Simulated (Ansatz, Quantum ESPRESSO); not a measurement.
# Lattice dynamics of KCl (Sylvite) in two programs, part 4 of 4

How does KCl (Sylvite) vibrate, and is this structure a minimum?

Quantum ESPRESSO 7.5; DFT PBE, scalar-relativistic, plane waves, PseudoDojo norm-conserving pseudopotentials.

So far. Step 9 (Zone-centre analysis): The rule moves no optical mode by more than 0.1 cm⁻¹. Step 11 (Modes along a direction of q (1 0 0)): The field moves one mode, from 126 to 196 cm⁻¹; the others stay.

## (13) The same in Ansatz

A second program on the same cell, potentials, cutoff and meshes tests the implementation of the phonon response, not its convergence. Its field response is summed in its own way. Its k mesh is centred on Γ.

This step: DFT PBE, scalar-relativistic, plane waves, PseudoDojo norm-conserving pseudopotentials (Ansatz 0.2.0).

Input file input.yaml:

```yaml
crystal:
  lattice:
    - [-3.1900080581, 0.0, 3.1900080581]
    - [0.0, 3.1900080581, 3.1900080581]
    - [-3.1900080581, 3.1900080581, 0.0]
  atoms:
    - { symbol: K, position: [0.0, 0.0, 0.0] }
    - { symbol: Cl, position: [0.5, 0.5, 0.5] }
kpoints:
  mp_grid: { grid: [6, 6, 6] }
hamiltonian:
  xc: pbe
  pseudopotentials: { kind: nc, accuracy: standard }
scf:
  occupations: { method: fixed }
output:
  eigenvalues: true
basis:
  ecutwfc: 1006.821
phonons:
  method: dfpt
  dielectric: true
  rigid_motions: translations
  qmesh: [2, 2, 2]
  temperatures: { t_max: 1000, t_step: 50 }
  qpath:
    path:
      - [[0.0, 0.0, 0.0], [0.0, 0.5, 0.5], [0.0, 0.625, 0.375]]
      - [[-0.375, 0.375, 0.0], [0.0, 0.0, 0.0], [0.0, 0.5, 0.0], [-0.25, 0.5, 0.25], [0.0, 0.5, 0.5]]
    npoints: 12
```

Launch:

```
$ ansatz run input.yaml --threads 2 --pin off --max-ram 4096MiB --backend cpu --events-out ev --progress --plain --runs-dir out
```

Numbers of over 12 decimals in the logs are rounded to 6 here.

The log of the run:

```text
Warning: basis.ecutwfc = 1006.821 eV is below the records' recommended 1006.821291 eV, and the density's cutoff is lower with it unless basis.ecutrho_ratio is high enough to keep the records' density cutoff: compare with a run at a higher cutoff
Engine: ansatz 0.2.0, x86_64-unknown-linux-gnu
Pseudopotentials: kind: nc
Pseudopotential: K, nc, valence charge 9, recommended cutoff 1006.821291 eV (normal), K.nc.azcp (PseudoDojo's, or run here from an input of PseudoDojo's; its table is named by hamiltonian.pseudopotentials.accuracy)
Pseudopotential: Cl, nc, valence charge 7, recommended cutoff 789.130201 eV (normal), Cl.nc.azcp (PseudoDojo's, or run here from an input of PseudoDojo's; its table is named by hamiltonian.pseudopotentials.accuracy)
Functional definition: PBE
  parameter kappa = 0.804
  parameter beta = 0.066725
  exchange = pbe_x(kappa = kappa, mu = beta*pi^2/3)
  correlation = pbe_c(beta = beta)
Crystal: 2 atoms, lattice volume = 64.924 Å³
Basis set: ecut = 1006.821 eV, 4693 PW (Γ), exchange–correlation on 96×96×96 points (8 copies of the dense FFT grid, shifted against one another)
Bands: 12, of which v1, the nominal top of the filled ones, is band 8 counted from 1 (7 counted from 0)
Symmetry: 48 space group operations
k-points: 30 of 216 (irreducible under 8 space group operations, time reversal used)
Non-local potential: K, projectors of the file, l = 0: 2, l = 1: 2, l = 2: 2
Non-local potential: Cl, projectors of the file, l = 0: 2, l = 1: 2, l = 2: 2
Initial density: superposition of atomic densities (chi_scale 0.1, normalization cell, long waves kept (reshape's long-wave potential 0.00 eV rms))
Initial wavefunctions: pseudopotential atomic-orbital guess
Functional: x = pbe(κ = 0.804, μ = 0.219515), c = pbe(β = 0.066725)
SCF iter   1: F=—  HF=-1268.844143 eV  |F-HF|=—  |Δ(HF+E_count)|=         —  Δρ=4.50e-2  dr2=2.00e0  ethr=3.10e-3  ⟨swp⟩=6.9  Hψ=2326  notcnv=0  defer=56
preconditioner: auto → none  [insulator: Δε(μ)=3.693 eV  Ē_g=15.000 eV  n_scr=14 (ndim 8)  ℏωp=17.2 eV  f_vac=0.000  ε∞_Penn≈2.3]
SCF iter   2: F=—  HF=-1268.027152 eV  |F-HF|=—  |Δ(HF+E_count)|=   8.17e-1  Δρ=1.12e-2  dr2=1.29e-1  ethr=3.10e-3  ⟨swp⟩=4.3  Hψ=1164  notcnv=0  defer=52
SCF iter   3: F=—  HF=-1268.006137 eV  |F-HF|=—  |Δ(HF+E_count)|=   2.10e-2  Δρ=4.56e-3  dr2=1.41e-2  ethr=8.08e-4  ⟨swp⟩=2.4  Hψ=555  notcnv=0  defer=58
SCF iter   4: F=—  HF=-1268.012190 eV  |F-HF|=—  |Δ(HF+E_count)|=   6.05e-3  Δρ=1.35e-3  dr2=1.27e-3  ethr=8.81e-5  ⟨swp⟩=4.1  Hψ=669  notcnv=0  defer=58
SCF iter   5: F=—  HF=-1268.013426 eV  |F-HF|=—  |Δ(HF+E_count)|=   1.24e-3  Δρ=1.24e-4  dr2=1.52e-5  ethr=7.96e-6  ⟨swp⟩=3.9  Hψ=633  notcnv=0  defer=58
SCF iter   6: F=—  HF=-1268.013459 eV  |F-HF|=—  |Δ(HF+E_count)|=   3.29e-5  Δρ=2.87e-5  dr2=5.12e-7  ethr=9.51e-8  ⟨swp⟩=2.3  Hψ=691  notcnv=0  defer=58
SCF iter   7: F=—  HF=-1268.013417 eV  |F-HF|=—  |Δ(HF+E_count)|=   4.20e-5  Δρ=4.57e-6  dr2=1.07e-8  ethr=3.20e-9  ⟨swp⟩=3.0  Hψ=698  notcnv=0  defer=52
SCF iter   8: F=—  HF=-1268.013417 eV  |F-HF|=—  |Δ(HF+E_count)|=  5.55e-10  Δρ=4.29e-7  dr2=1.24e-10  ethr=6.66e-11  ⟨swp⟩=2.8  Hψ=608  notcnv=0  defer=52
SCF iter   9: F=-1268.013417 eV  HF=-1268.013417 eV  |F-HF|=1.59e-12  |Δ(HF+E_count)|=  6.30e-11  Δρ=4.44e-8  dr2=1.29e-12  ethr=1.00e-12  ⟨swp⟩=14.8  Hψ=3909  notcnv=0
SCF 1 converged in 9 iterations: F = -1268.013417 eV  dr2 = 1.29e-12
NSCF: frozen V_eff on 3 k-points
DFPT response loops at Γ: preconditioner auto → none (the input reference at scf.mixing.eps_inf says where Resta's filter doesn't serve); β = 0.50; Broyden in place of MSR1
NSCF: frozen V_eff on 16 k-points
NSCF: frozen V_eff on 136 k-points
DFPT response loops at q = (0, 0, -0.5) (fractional): preconditioner auto → Resta (q_TF=auto, 2.160 Å⁻¹)  ε∞=3.4 (no band partly filled); β = 1.00, the filter's whole step (`scf.mixing.beta` (0.50) is not read by the response loops at its default; to damp them type it under 1.00, their step now; it binds the ground state too); Broyden in place of MSR1
NSCF: frozen V_eff on 92 k-points
DFPT response loops at q = (0, -0.5, -0.5) (fractional): preconditioner auto → none (the input reference at scf.mixing.eps_inf says where Resta's filter doesn't serve); β = 0.50; Broyden in place of MSR1
SCF converged after 9 iterations
Free energy (F): -1268.013417 eV
Harris-Foulkes:  -1268.013417 eV  (|F-HF|=1.59e-12)
Internal energy: -1268.013417 eV  (E = F + TS)
E sigma→0 (E₀):  -1268.013417 eV
Fermi energy:    0.634977 eV
--- Per-component energies (eV) ---
  E_band       = -135.598892
  E_kinetic    = 432.610979
  E_local      = -1027.840360  (includes V_loc(G=0)·N_el)
  E_nonlocal   = 175.139022
  E_hartree    = 277.071698
  E_xc         = -297.425281
  E_vxc        = -269.651926  (∫ρ·V_xc dr)
  E_ewald      = -827.569474
  E_smearing   = -0.000000  (= −TS)
  E_closure    = -0.000000  (closes the sum)
  Σ components = -1268.013417   (vs F -1268.013417, Δ=0.00e0)
--- Band table (eV; the first three rows and the last of 30) ---
  k-point 0: bands = [... 4 lower, -10.1224, 0.6350, 0.6350, 0.6350, 5.6851, 8.9755, 8.9755, 8.9755]
  k-point 1: bands = [... 4 lower, -10.0632, 0.3428, 0.5579, 0.5579, 6.2963, 8.7991, 9.3028, 9.3028]
  k-point 2: bands = [... 4 lower, -9.9543, -0.1394, 0.4113, 0.4113, 7.5158, 8.8058, 10.1873, 10.1873]
  k-point 29: bands = [... 4 lower, -10.1697, 0.0070, 0.4208, 0.4208, 7.1933, 8.7885, 10.4603, 10.7377]
--- Phonons (Γ-DFPT): 2 representative perturbations + reference, on 30 of 216 k-points (Σ response iterations 6) ---
  k mesh reduced under 8 symmetry operations, with k and −k counted as one. Each operation leaves every solved perturbation unchanged. A smaller set is not considered because the run solves the response to a homogeneous field
  ASR residual: 1.683e-5 → 0.000e0 eV/Å²; symmetrization residual: 9.527e-7 eV/Å²
  ASR residual per site (eV/Å²): 1.68e-5 1.94e-7
  Γ frequencies (cm⁻¹): 0.00 0.00 0.00 125.53 125.53 125.53
  ε∞ (high-frequency dielectric tensor):
        2.282750    -0.000000     0.000000
        0.000000     2.282750     0.000000
       -0.000000     0.000000     2.282750
  ε⁰ (static dielectric tensor: ions relaxed, cell fixed):
        5.585824    -0.000000     0.000000
        0.000000     5.585824     0.000000
        0.000000     0.000000     5.585824
  ε⁰ − ε∞ (ionic part):
        3.303074     0.000000     0.000000
        0.000000     3.303074     0.000000
        0.000000     0.000000     3.303074
  softest optical mode at Γ: 125.53 cm⁻¹; the repairs (sum rule, projections) moved no ω² at Γ by more than (0.40 cm⁻¹)²
  Born effective charges Z* (e; rows j = field, columns β = displacement):
    site 0:
         1.12994   -0.00000    0.00000
         0.00000    1.12994   -0.00000
         0.00000    0.00000    1.12994
    site 1:
        -1.12994    0.00000   -0.00000
        -0.00000   -1.12994    0.00000
        -0.00000   -0.00000   -1.12994
  Z* charge neutrality: 1.899e-5 e pre-enforcement
  k-mesh period / interband length: 27.1 Å / 1.16 Å = 23.34 at k = (0.0000, 0.0000, 0.0000), direct gap 5.050 eV — 14 or more, which is no proof of convergence
  optical modes at Γ without the LO–TO term, one row a degenerate level:
      ω (cm⁻¹)  modes    IR ((D/Å)²/amu)
        125.53      3             4.7529
  optical modes at Γ + LO–TO along q̂ = [1.0000, 0.0000, 0.0000]:
      ω (cm⁻¹)  modes    IR ((D/Å)²/amu)
        125.53      2             3.1686
        196.36      1             1.5843
  optical modes at Γ + LO–TO along q̂ = [0.0000, 1.0000, 0.0000]:
      ω (cm⁻¹)  modes    IR ((D/Å)²/amu)
        125.53      2             3.1686
        196.36      1             1.5843
  optical modes at Γ + LO–TO along q̂ = [0.0000, 0.0000, 1.0000]:
      ω (cm⁻¹)  modes    IR ((D/Å)²/amu)
        125.53      2             3.1686
        196.36      1             1.5843
--- Phonons (arbitrary-q DFPT): 3 irreducible q on the 2×2×2 mesh ---
  q = [0.0000, 0.0000, 0.0000] (star 1, of the zone-centre solve; hermiticity 1.77e-6, symmetrization 1.15e-14): -0.00 0.00 0.00 125.53 125.53 125.53
  q = [0.0000, 0.0000, -0.5000] (star 4, 2 solved perturbations on 68 of 216 k-point pairs; hermiticity 2.93e-8, symmetrization 1.47e-8): 91.66 91.66 99.96 99.96 143.24 146.41
  q = [0.0000, -0.5000, -0.5000] (star 3, 4 solved perturbations in 152 linear systems a pass and spin channel, the states on 46 of 216 k-point pairs; hermiticity 9.84e-7, symmetrization 3.65e-8): 59.56 59.56 107.05 129.69 129.69 136.07
  sum rule: each row above includes the acoustic sum rule's correction from the zone centre's row sums; it moved no ω² by more than (0.34 cm⁻¹)²
  mesh force constants: q→R imaginary residual 3.36e-17; ASR residual 1.683e-5 → 0.000e0 eV/Å²; symmetrization residual 6.661e-16 eV/Å²
  interpolated dispersion: 75 rows × 6 modes
  density of states and harmonic sums: on the 18×18×18 q-mesh, interpolated from the force constants of a 2×2×2 supercell (with the dipole–dipole term)
  largest difference from the sums on the solved wave vectors: F 8.09e-2 eV, S 1.13e-4 and C_V 3.22e-5 eV/K
  zero-point energy: 0.039810 eV/cell   skipped modes (ω ≤ 0): 3   left out of the sums: 8.57e-5 of the cell's modes: C_V's classical limit lies that fraction below 3 k_B per atom; for a crystal, a wire or a layer, F and S can be off by more, and a phonons.interpolated_qmesh denser along its periods is the remedy for the sampling
```

It took 37 s on 2 threads of Intel Xeon Platinum 8488C (Sapphire Rapids), shared host; peak memory 0.92 GiB.

This step gave:

```yaml
sum_rule_residual_before_enforcement: 1.68e-5 eV/Å²
miss_of_the_charge_sum_rule: 1.90e-5 e
mean_frequency: 107 cm⁻¹
debye_temperature_second_moment: 207 K
logarithmic_mean_frequency: 101.7 cm⁻¹
mean_high_frequency_dielectric_constant: 2.283
largest_born_charge_in_size_third_of_the_trace: 1.130 e
mean_static_dielectric_constant: 5.586
lowest_mode_on_the_q_mesh_acoustic_ones_at_the_zone_centre_apart: 59.56 cm⁻¹
zero_point_energy_per_atom: 19.9 meV
vibrational_entropy_at_300_k: 43.14 J/(mol atoms K)
```

Transverse modes. Infrared lines, with heights relative to the strongest:

```
position (cm⁻¹)  label  IR intensity ((D/Å)²/amu), degenerate modes summed, relative
            126    T1u                                                           100
```

## (14) The two compared: QE PseudoDojo and Ansatz, PseudoDojo

Numbers from this step:

| Quantity | Value |
| --- | --- |
| root-mean-square difference | 0.02 cm⁻¹ |
| largest difference | 0.03 cm⁻¹ |
| root-mean-square difference on the path | 0.1 cm⁻¹ |
| largest difference on the path | 0.1 cm⁻¹ |

The two runs side by side. Further quantities:

```
                                                                               quantity  QE PseudoDojo  Ansatz, PseudoDojo
                                                                                mean ε∞          2.284               2.283
largest Born charge in size (e; the first before, the second after the charge sum rule)          1.131                1.13
```

The interpolated bands of the two lie on top of each other.

At the solved wavevectors the largest difference (acoustic modes at Γ apart) is 0.02 % of the highest mode.

## (15) Outcome

```yaml
space_group_after_relaxation: Fm-3m
volume_per_atom: 32.5 Å³
gap_on_the_k_mesh: 5.05 eV
highest_optical_zone_centre_mode_no_lo_to_term: 125.5 cm⁻¹
highest_mode_moved_by_the_lo_to_term: 196.4 cm⁻¹
mean_high_frequency_dielectric_constant: 2.28
largest_born_charge_in_size_third_of_the_trace: 1.13 e
mean_static_dielectric_constant: 5.59
q_mesh: 2×2×2
lowest_mode_on_the_q_mesh_acoustic_ones_at_the_zone_centre_apart: 59.6 cm⁻¹
zero_point_energy_per_atom: 19.9 meV
heat_capacity_at_300_k: 24.4 J/(mol atoms K)
vibrational_entropy_at_300_k: 43.1 J/(mol atoms K)
imaginary_modes_on_the_q_mesh: none
largest_difference_from_ansatz_pseudodojo: 0.03 cm⁻¹
```

KCl (Sylvite) is dynamically stable on the 2×2×2 mesh; its spectrum reaches 196 cm⁻¹. At the PBE level the optical modes of KCl (Sylvite) at the zone centre (no LO-TO term) lie at 126 cm⁻¹. Along the directions run, the highest mode that the macroscopic field moves lies at 196 cm⁻¹. Lattice motion raises the mean dielectric constant from 2.284 to 5.588. The Born charge of Cl is -1.131 e against a formal charge of -1, somewhat above it. The Lyddane-Sachs-Teller relation holds: (ωLO/ωTO)² is 2.45 and ε₀/ε∞ is 2.45. QE PseudoDojo and Ansatz, PseudoDojo agree to 0.03 cm⁻¹ (0.02 % of the highest mode compared) on all solved modes but the acoustic ones at Γ, without the LO-TO term. These are harmonic frequencies at zero temperature: anharmonic shifts and linewidths and thermal expansion are left out.

[Host names and launcher messages were left out of these logs when they were recorded.]

[Logs are printed without paths, hosts, clocks, repeated set-up lines and the standing remarks that a program may print on its own settings, such as how far it seeks lower states.]

[Hosts, paths, dates, database ids (printed as entryN), source tags and the programs' standing remarks are cut or masked in the printed files.]
